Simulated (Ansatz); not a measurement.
# From PBE to G0W0: GaN (P6_3mc), part 2 of 2

Aim: the quasiparticle gap of GaN (P6_3mc), starting from PBE.

Ansatz 0.2.0; PBE, then G0W0 on it, plane waves, PAW. Known limits of the many-body steps: finite bands, screening cutoff and k mesh; no spin-orbit coupling in G0W0; d shells not analysed.

So far. Step 2 (Bands along the symmetry lines): Over mesh and path the gap is 1.891 eV, direct, at k = Γ.

The database entry behind the starting cell has ideal inner coordinates that were not refined, so it need not match the best structure at ambient conditions.

## 3. One-shot GW

G0W0 replaces the xc potential by a self-energy built once from the orbitals of the start. Levels are corrected in the window of bands that the input names, at points of the mesh.

This step: G0W0 on PBE, plane waves, PAW.

The input, input.yaml:

```yaml
crystal:
  lattice:
    - [3.19, 0.0, 0.0]
    - [-1.595, 2.7626210381, 0.0]
    - [0.0, 0.0, 5.189]
  atoms:
    - { symbol: Ga, position: [0.6666666667, 0.3333333333, 0.0] }
    - { symbol: Ga, position: [0.3333333333, 0.6666666667, 0.5] }
    - { symbol: "N", position: [0.6666666667, 0.3333333333, 0.375] }
    - { symbol: "N", position: [0.3333333333, 0.6666666667, 0.875] }
kpoints:
  mp_grid: { grid: [12, 12, 6] }
hamiltonian:
  xc: pbe
  pseudopotentials: { kind: paw, source: ansatz }
scf:
  occupations: { method: fixed }
gw:
  n_empty_bands: 190
  ecut_chi: 150
  qp_bands: [v2, c2]
  qp_kpoints: band_edges
  screening: { model: contour_deformation }
```

Run with:

```console
$ ansatz run input.yaml --threads 3 --pin off --max-ram 92160MiB --backend cuda --events-out ev --progress --plain --runs-dir out --devices 1 --max-vram 13GiB
```

Numbers of over 12 decimals in the logs are rounded to 6 here.

The log of the run:

```text
GPUs: using 1 of 1 available (devices: 1).
[...]
GPU FFT provider: cuFFT
GPU libraries: cuBLAS 13.8.2, cuFFT 12.4.0, cuSOLVER 12.3.4
Crystal: 4 atoms, lattice volume = 45.729 Å³
Basis set: ecut = 1020 eV, 3393 PW (Γ)
Bands: 32, of which v1, the nominal top of the filled ones, is band 26 counted from 1 (25 counted from 0)
Symmetry: 12 space group operations
[...]
k-points: 76 of 864 (time reversal used)
[...]
GPU buffer pool allocated for 102400 grid points (all kernels)
[...]
SCF iter   1: F=—  HF=-17598.885161 eV  |F-HF|=—  |Δ(HF+E_count)|=         —  Δρ=1.01e-1  dr2=4.45e0  ethr=3.10e-3  ⟨swp⟩=4.9  Hψ=8387  notcnv=0  defer=291
[...]
SCF iter   8: F=-17597.786207 eV  HF=-17597.786207 eV  |F-HF|=3.43e-8  |Δ(HF+E_count)|=   2.35e-6  Δρ=8.77e-6  dr2=3.13e-8  ethr=1.92e-10  ⟨swp⟩=10.8  Hψ=11824  notcnv=0
SCF 1 converged in 8 iterations: F = -17597.786207 eV  dr2 = 3.13e-8
[...]
NSCF: frozen V_eff on 76 k-points
the band table was solved once the SCF had ended and its energy, with any forces and stress, was formed, with the checks that follow a solve (9884 applications of the Hamiltonian). They found nothing against the state; the energy, forces and stress were not computed again (output.eigenvalues in the input reference)
[...]
G₀W₀ screening: q 1/76
[... further progress lines ...]
SCF converged after 8 iterations
Free energy (F): -17597.786207 eV
[...]
Internal energy: -17597.786207 eV  (E = F + TS)
E sigma→0 (E₀):  -17597.786207 eV
Fermi energy:    11.089698 eV
[...]
--- Band table (eV; the first three rows and the last of 76) ---
  k-point 0: bands = [... 22 lower, 10.0466, 11.0262, 11.0897, 11.0897, 12.9961, 15.3434, 20.2775, 20.9700, ... 2 higher]
  k-point 1: bands = [... 22 lower, 10.1132, 10.2194, 11.0165, 11.0165, 13.6754, 15.3973, 20.0864, 21.0022, ... 2 higher]
  k-point 2: bands = [... 22 lower, 10.2974, 10.2974, 10.8190, 10.8190, 14.6701, 15.4824, 19.6927, 20.1452, ... 2 higher]
  k-point 75: bands = [... 22 lower, 6.9193, 6.9193, 9.5991, 9.5991, 17.5121, 17.5121, 18.3883, 18.3883, ... 2 higher]
--- G₀W₀: contour deformation, 7 samples at zero and on the imaginary axis and 3 off it, 864 q-points, 190 empty bands' worth ---
  eigenvalues of the whole cell's RPA ε∞ on this k-mesh (on a slab, of 1 + 4πα/V) = 5.5189, 5.5189, 5.6916; static W/v taken at q = 0 is 0.179089
  bands read: the sum over 216 bands ends inside a degenerate multiplet in 2 slots, whose members it reads at an even weight; the widest, k=0: bands 216 to 217 (counted from 1) at 1/2 each
  gw.qp_kpoints: band_edges: 27 of 76 stored k-points solved, in 1 pass; an edge of the gap read off the rows below is read off those points alone
    valence top: of the k-points left out ik 32 came nearest to being solved in a further pass, in band 26 (counted from 1, as in the quasiparticle table): it holds the edge there only if its correction is more favourable than any solved in that band by at least 0.523 eV; those differ by 0.286 eV
    conduction bottom: of the k-points left out ik 32 came nearest to being solved in a further pass, in band 27 (counted from 1, as in the quasiparticle table): it holds the edge there only if its correction is more favourable than any solved in that band by at least 1.881 eV; those differ by 0.469 eV
    ik  band        ε_KS         Σx   Σc(E_QP)       V_xc       Z   E_QP_lin       E_QP  E_QP is
     0    25     11.0897   -23.7767     2.9171   -20.2289  0.7738    10.4548    10.4590  root
     0    26     11.0897   -23.7767     2.9171   -20.2289  0.7738    10.4548    10.4590  root
     0    27     12.9961   -11.6636    -3.5710   -15.7420  0.8099    13.5052    13.5035  root
     0    28     15.3434   -10.2185    -4.4148   -15.2725  0.8155    15.9864    15.9827  root
     1    25     11.0165   -23.7285     2.9494   -20.1374  0.7735    10.3705    10.3749  root
     1    26     11.0165   -23.7285     2.9494   -20.1374  0.7735    10.3705    10.3749  root
     1    27     13.6754   -12.4191    -3.4468   -16.3833  0.8027    14.1947    14.1928  root
     1    28     15.3973   -10.1908    -4.4310   -15.2661  0.8141    16.0454    16.0416  root
     2    25     10.8190   -23.5720     3.0143   -19.8904  0.7730    10.1468    10.1517  root
     2    26     10.8190   -23.5720     3.0143   -19.8904  0.7730    10.1468    10.1517  root
     2    27     14.6701   -11.8603    -3.9054   -16.3790  0.7983    15.2867    15.2834  root
     2    28     15.4824   -10.2827    -4.4434   -15.3845  0.8092    16.1449    16.1408  root
     3    25     10.5548   -23.3401     3.0811   -19.5619  0.7722     9.8521     9.8577  root
     3    26     10.5548   -23.3401     3.0811   -19.5619  0.7722     9.8521     9.8577  root
     3    27     15.3278   -10.8927    -4.3119   -15.8682  0.8013    15.9958    15.9914  root
     3    28     15.3278   -10.8927    -4.3119   -15.8682  0.8013    15.9958    15.9914  root
     4    25     10.9588   -23.5846     2.9259   -20.0150  0.7736    10.3107    10.3151  root
     4    26     11.0293   -23.7292     2.9447   -20.1452  0.7735    10.3857    10.3901  root
     4    27     13.5748   -12.4020    -3.4208   -16.3332  0.8034    14.0869    14.0852  root
     4    28     15.7794   -10.4628    -4.4694   -15.6104  0.8104    16.4619    16.4575  root
     5    25     10.8215   -23.5174     2.9844   -19.8680  0.7732    10.1516    10.1565  root
     5    26     10.9487   -23.6673     2.9736   -20.0431  0.7733    10.2936    10.2982  root
     5    27     14.0667   -12.4106    -3.5521   -16.5116  0.7999    14.6180    14.6157  root
     5    28     15.8266   -10.4312    -4.4898   -15.6039  0.8090    16.5141    16.5095  root
     6    25     10.5344   -23.2651     3.0549   -19.5110  0.7724     9.8294     9.8352  root
     6    26     10.7324   -23.4847     3.0359   -19.7711  0.7727    10.0495    10.0547  root
     6    27     14.9621   -11.8447    -3.9908   -16.4712  0.7955    15.6015    15.5977  root
     6    28     15.8834   -10.5029    -4.5127   -15.7104  0.8040    16.5833    16.5783  root
     7    25     10.4460   -23.2286     3.1037   -19.4153  0.7719     9.7305     9.7364  root
     7    26     10.4460   -23.2286     3.1037   -19.4153  0.7719     9.7305     9.7364  root
     7    27     15.6603   -11.0346    -4.3830   -16.1089  0.7966    16.3566    16.3516  root
     7    28     15.6603   -11.0346    -4.3830   -16.1089  0.7966    16.3566    16.3516  root
     8    25     10.7402   -23.3735     2.9879   -19.7149  0.7730    10.0645    10.0695  root
     8    26     10.8531   -23.5727     3.0064   -19.9045  0.7729    10.1866    10.1914  root
     8    27     14.5191   -12.0242    -3.7967   -16.4168  0.7980    15.1181    15.1150  root
     8    28     16.6183   -10.4575    -4.6860   -15.8860  0.8033    17.3670    17.3607  root
     9    25     10.5836   -23.2912     3.0431   -19.5564  0.7724     9.8864     9.8919  root
     9    26     10.7558   -23.4848     3.0308   -19.7800  0.7726    10.0767    10.0818  root
     9    27     14.7896   -11.7682    -3.9209   -16.2998  0.7972    15.4037    15.4003  root
     9    28     16.6610   -10.4380    -4.7156   -15.9022  0.8014    17.4161    17.4096  root
[...]
71    25      9.5505   -22.2260     3.2565   -18.1953  0.7678     8.7684     8.7763  root
    71    26      9.5505   -22.2260     3.2565   -18.1953  0.7678     8.7684     8.7763  root
    71    27     17.1027    -9.4771    -4.6187   -14.6682  0.8073    17.6790    17.6751  root
    71    28     17.1027    -9.4771    -4.6187   -14.6682  0.8073    17.6790    17.6751  root
    72    25      8.0892   -21.3895     3.5986   -16.8856  0.7577     7.1682     7.1840  root
    72    26      8.4034   -21.7055     3.5841   -17.2041  0.7607     7.4712     7.4863  root
    72    27     16.2193    -7.4487    -4.1589   -11.8301  0.8255    16.4422    16.4417  root
    72    28     18.8788   -11.2735    -5.5781   -17.8979  0.7682    19.9446    19.9250  root
    75    25      9.5991   -22.2693     3.2523   -18.2481  0.7679     8.8225     8.8302  root
    75    26      9.5991   -22.2693     3.2523   -18.2481  0.7679     8.8225     8.8302  root
    75    27     17.5121    -9.5305    -4.7866   -14.9593  0.8088    18.1594    18.1543  root
    75    28     17.5121    -9.5305    -4.7866   -14.9593  0.8088    18.1594    18.1543  root
```

It took 6.8 min on 1 × NVIDIA H100 80GB HBM3 (shared by 6 runs) with 3 threads of AMD EPYC 7R13 (Zen 3), shared host; peak memory 3 GiB.

Numbers from this step:

```yaml
bands_summed: 216
rpa_eps_infinity_on_this_mesh_eigenvalues: 5.519, 5.519, 5.692
plane_waves_in_the_screening_matrix: 197
q_points_in_the_mesh: 864
g0w0_gap_over_the_corrected_points: 3.044 eV
k_of_the_valence_top: 0, 0, 0
k_of_the_conduction_bottom: 0, 0, 0
starting_gap_on_the_mesh: 1.906 eV
z_at_the_valence_top: 0.7738
z_at_the_conduction_bottom: 0.8099
least_direct_g0w0_gap_over_the_corrected_points: 3.044 eV
```

Over 27 of 76 irreducible mesh points the G0W0 gap is 3.044 eV, direct, at k = Γ. The PBE gap of this run on the mesh is 1.906 eV. The two states that bound the G0W0 gap lie that far apart at the start, so the correction of the gap is 3.044 − 1.906 = +1.138 eV. The start of this run differs from the step before in mesh (12×12×4 and 12×12×6), files (soft_1 PAW and hard PAW) and plane-wave cutoff (420 eV and 1020 eV).

Labels follow the order of the start: v1 is the top filled band, c1 the lowest empty one; levels that stay degenerate share a row, the window can cut a multiplet, doubted levels are not marked in this list, bands outside the window were not corrected, and the list may be a part of the corrected levels. Levels before and after the correction, in eV, zero at the valence-band top of each column:

|  | conduction bottom | valence top |
| --- | --- | --- |
| Kohn-Sham | 1.91 | 0.00 |
| G0W0 | 3.04 | 0.00 |

|  | level | occupation | energy (eV) |
| --- | --- | --- | --- |
| Kohn-Sham | Γ v2-v1 | 2 | 0.000 |
| Kohn-Sham | Γ c1 | 0 | 1.906 |
| Kohn-Sham | Γ c2 | 0 | 4.254 |
| G0W0 | Γ v2-v1 | 2 | 0.000 |
| G0W0 | Γ c1 | 0 | 3.044 |
| G0W0 | Γ c2 | 0 | 5.524 |

The parts of the quasiparticle energy for the two states that bound the G0W0 gap, in eV on the run's own scale (QP = start + Σx + Σc − Vxc, with Σc at the quasiparticle energy):

```csv
edge,k,band,start,Σx,Σc,Vxc,Z,QP
valence top,Γ,25,11.090,−23.777,2.917,−20.229,0.774,10.459
conduction bottom,Γ,27,12.996,−11.664,−3.571,−15.742,0.810,13.504
```

## 4. Spin-orbit coupling

This run has two-component orbitals with spin-orbit coupling.

This step: DFT, PBE with spin-orbit coupling, plane waves, PAW; PAW set soft_1.

The input, input.yaml:

```yaml
crystal:
  lattice:
    - [3.19, 0.0, 0.0]
    - [-1.595, 2.7626210381, 0.0]
    - [0.0, 0.0, 5.189]
  atoms:
    - { symbol: Ga, position: [0.6666666667, 0.3333333333, 0.0] }
    - { symbol: Ga, position: [0.3333333333, 0.6666666667, 0.5] }
    - { symbol: "N", position: [0.6666666667, 0.3333333333, 0.375] }
    - { symbol: "N", position: [0.3333333333, 0.6666666667, 0.875] }
kpoints:
  mp_grid: { grid: [12, 12, 4] }
  band_path:
    path:
      - [0.0, 0.0, 0.0]
      - [0.5, 0.0, 0.0]
      - [0.33333333, 0.33333333, 0.0]
      - [0.0, 0.0, 0.5]
      - [0.5, 0.0, 0.5]
      - [0.33333333, 0.33333333, 0.5]
    npoints: 1
hamiltonian:
  xc: pbe
  pseudopotentials: { kind: paw_fr, azcp: { folder: soft_1 } }
scf:
  occupations: { method: fixed }
  n_extra_bands: 10
magnetization:
  noncollinear: true
  spin_orbit: true
output:
  eigenvalues: true
```

The log of the run:

```text
[...]
GPUs: using 1 of 1 available (devices: 1).
[...]
non-collinear run that drives no moment, with spin-orbit: no starting moment large enough to seed its density (crystal.atoms[].spin), no starting occupations that ask for one, no magnetisation constraint and no magnetic field, so the semilocal B_xc is pinned to zero
[...]
GPU FFT provider: cuFFT
GPU libraries: cuBLAS 13.8.2, cuFFT 12.4.0, cuSOLVER 12.3.4
Crystal: 4 atoms, lattice volume = 45.729 Å³
Basis set: ecut = 420 eV, 917 PW (Γ)
Bands: 46, of which v1, the nominal top of the filled ones, is band 36 counted from 1 (35 counted from 0)
Symmetry: 12 space group operations + 12 with time reversal
[...]
k-points: 57 of 576 (time reversal used)
Projection manifold: j_resolved (fully-relativistic pseudo-atomic orbitals)
[...]
GPU buffer pool allocated for 20736 grid points (all kernels)
[...]
SCF iter   1: F=—  HF=-8337.364800 eV  |F-HF|=—  |Δ(HF+E_count)|=         —  Δρ=1.13e-1  dr2=5.09e0  dr2_m=0.00e0 (ungated)  ethr=3.10e-3  |M|=0.00e0 ∫|m|=0.00e0 μB  |m|>n=0.0e0 m-floor=0.0e0 τ_xc=0.0e0  β_m=0.30  ⟨swp⟩=4.3  Hψ=9790  notcnv=0  defer=319
[...]
spin=Noncollinear: Resta preconditioning applied to the charge; magnetization (m_x, m_y, m_z) channels mix plain (no charge-response kernel on spin).
SCF iter   2: F=—  HF=-8336.355062 eV  |F-HF|=—  |Δ(HF+E_count)|=    1.01e0  Δρ=6.66e-2  dr2=1.54e0  dr2_m=0.00e0 (ungated)  ethr=3.10e-3  |M|=0.00e0 ∫|m|=0.00e0 μB  |m|>n=0.0e0 m-floor=0.0e0 τ_xc=0.0e0  β_m=0.48  ⟨swp⟩=2.1  Hψ=3971  notcnv=0  defer=276
[...]
SCF iter   9: F=-8335.985911 eV  HF=-8335.985911 eV  |F-HF|=4.81e-9  |Δ(HF+E_count)|=   1.80e-7  Δρ=3.26e-6  dr2=4.90e-9  dr2_m=0.00e0 (ungated)  ethr=2.54e-10  |M|=0.00e0 ∫|m|=0.00e0 μB  |m|>n=0.0e0 m-floor=0.0e0 τ_xc=0.0e0  ⟨swp⟩=2.0  Hψ=8235  notcnv=0
SCF 1 converged in 9 iterations: F = -8335.985911 eV  dr2 = 4.90e-9
[...]
SCF converged after 9 iterations
Magnetization: |M| = 0.0000 μB,  M = (+0.0000, +0.0000, +0.0000) μB
Absolute magnetization: 0.0000 μB (∫|m|)
  site 0: m = (+0.0000, +0.0000, +0.0000) μB, |m| = 0.0000 μB  (R = 0.80 Å)
  site 1: m = (+0.0000, +0.0000, +0.0000) μB, |m| = 0.0000 μB  (R = 0.80 Å)
  site 2: m = (+0.0000, +0.0000, +0.0000) μB, |m| = 0.0000 μB  (R = 0.80 Å)
  site 3: m = (+0.0000, +0.0000, +0.0000) μB, |m| = 0.0000 μB  (R = 0.80 Å)
Free energy (F): -8335.985911 eV
[...]
Internal energy: -8335.985911 eV  (E = F + TS)
E sigma→0 (E₀):  -8335.985911 eV
Fermi energy:    9.680379 eV
[...]
--- Band table (eV; the first three rows and the last of 57) ---
  k-point 0: bands = [... 32 lower, 9.6746, 9.6746, 9.6804, 9.6804, 11.5688, 11.5688, 13.9210, 13.9210, ... 6 higher]
  k-point 1: bands = [... 32 lower, 9.5122, 9.5122, 9.5228, 9.5228, 12.7657, 12.7657, 14.0247, 14.0247, ... 6 higher]
  k-point 2: bands = [... 32 lower, 9.1509, 9.1509, 9.1509, 9.1509, 13.9034, 13.9034, 13.9034, 13.9034, ... 6 higher]
  k-point 56: bands = [... 32 lower, 8.1816, 8.1816, 8.1883, 8.1883, 16.0800, 16.0800, 16.1057, 16.1057, ... 6 higher]
```

The job ended after 6.6 s (1 × NVIDIA H100 80GB HBM3 (shared by 6 runs) with 3 threads; peak memory 0.93 GiB; 12 s of CPU time).

This step gave:

```yaml
gap: 1.888 eV
valence_top_at: Γ
conduction_bottom_at: Γ
least_direct_gap: 1.888 eV
```

Over mesh and listed points the gap is 1.888 eV, direct, at k = Γ. PBE+SOC against PBE: 1.888 − 1.891 = −0.003 eV, with the same mesh, set of files (read in its fully relativistic form for the spin-orbit run) and cutoff, and both edges at the same k points. The spin-orbit run sees mesh and listed points alone, so its gap is an upper bound: the coupling can move an edge off these points, the more so as this crystal has no centre of inversion, and the change over the zone, its sign included where it is small, is not known.

## 5. The runs together

Each gap is the least one over the points named; times are wall times on shared hosts, not benchmarks. A G0W0 time includes the run's own self-consistent start. Runs with listed points see these and the mesh alone, so an edge that moves elsewhere is missed.

| level | mesh | files, cutoff | bands summed, screening | points | gap (eV) | valence top | conduction bottom | least direct gap (eV) | time |
| --- | --- | --- | --- | --- | --- | --- | --- | --- | --- |
| PBE | 12×12×4 | soft_1 PAW, 420 eV | - | mesh and path | 1.891 | Γ | Γ | 1.891 | 7.5 s |
| PBE+SOC | 12×12×4 | soft_1 PAW, 420 eV | - | mesh and listed points | 1.888 | Γ | Γ | 1.888 | 6.6 s |
| G0W0@PBE | 12×12×6 | hard PAW, 1020 eV | 216, 150 eV | 27 of 76 irreducible mesh points | 3.044 | Γ | Γ | 3.044 | 6.8 min |

## 6. What came out

- PBE gap over mesh and path: 1.891 eV, direct, at k = Γ
- G0W0@PBE gap over 27 of 76 irreducible mesh points: 3.044 eV, direct, at k = Γ
- PBE+SOC gap over mesh and listed points: 1.888 eV
- GW settings: 12×12×6 mesh, 190 empty bands, screening to 150 eV, hard PAW files
- known limits: finite bands, screening cutoff and k mesh; no spin-orbit coupling in G0W0; d shells not analysed

In words: Over 27 of 76 irreducible mesh points the G0W0 gap is 3.044 eV, direct, at k = Γ. The PBE gap of this run on the mesh is 1.906 eV. The two states that bound the G0W0 gap lie that far apart at the start, so the correction of the gap is 3.044 − 1.906 = +1.138 eV. The valence state moves by 10.459 − 11.090 = −0.631 eV and the conduction state by 13.504 − 12.996 = +0.508 eV, on the run's own scale; how far single levels stand from their limit in bands is not shown. Both edges that PBE shows over mesh and path lie at k points where levels were corrected. Levels at other points were not corrected, so a lower G0W0 gap elsewhere in the zone is not ruled out. No second run with other bands and screening cutoff is shown, so the distance to the basis limit is not known. PBE+SOC against PBE: 1.888 − 1.891 = −0.003 eV, with the same mesh, set of files (read in its fully relativistic form for the spin-orbit run) and cutoff, and both edges at the same k points. The spin-orbit run sees mesh and listed points alone, so its gap is an upper bound: the coupling can move an edge off these points, the more so as this crystal has no centre of inversion, and the change over the zone, its sign included where it is small, is not known. What spin-orbit coupling does to the G0W0 levels was not computed, so no sum with the G0W0 gap is formed. The G0W0 runs are scalar-relativistic. One-shot GW is known to converge slowly in bands for compounds with shallow d shells. The cell holds Ga; the filling of the d shell and its place against the gap were not analysed here. No pair of G0W0 runs that differ in the mesh alone is shown (12×12×6 is a supercell whose nearest images lie 31 Å apart), so the error from the mesh is not known here. G0W0 is shown with one set of atomic data (hard PAW), so the error from the files is not known here.

[Paths, hosts, dates, memory and timing lines, banners, echoed tables and standing remarks are left out of the program output.]

[Logs are printed without paths, hosts, clocks, repeated set-up lines and the standing remarks that a program may print on its own settings, such as how far it seeks lower states.]

[Runs of the session that timed out or met a known fault of the program may be left out.]

[Cells called generated may have been cut or substituted from an entry of the Crystallography Open Database or the Materials Project.]

[Hosts, paths, dates, database ids (printed as entryN), source tags and the programs' standing remarks are cut or masked in the printed files.]

[Where an RPA ε∞ is given, it is that of the G0W0 mesh and is not shown converged in it. Names of k-points follow the symmetry that the program found, which can be lower than the space group named. Band edges on a path are those of the sampled points; other points can move an edge, and change direct to indirect where valleys lie close.]

[Hybrid gaps are those of their k-mesh and are not shown converged in it.]
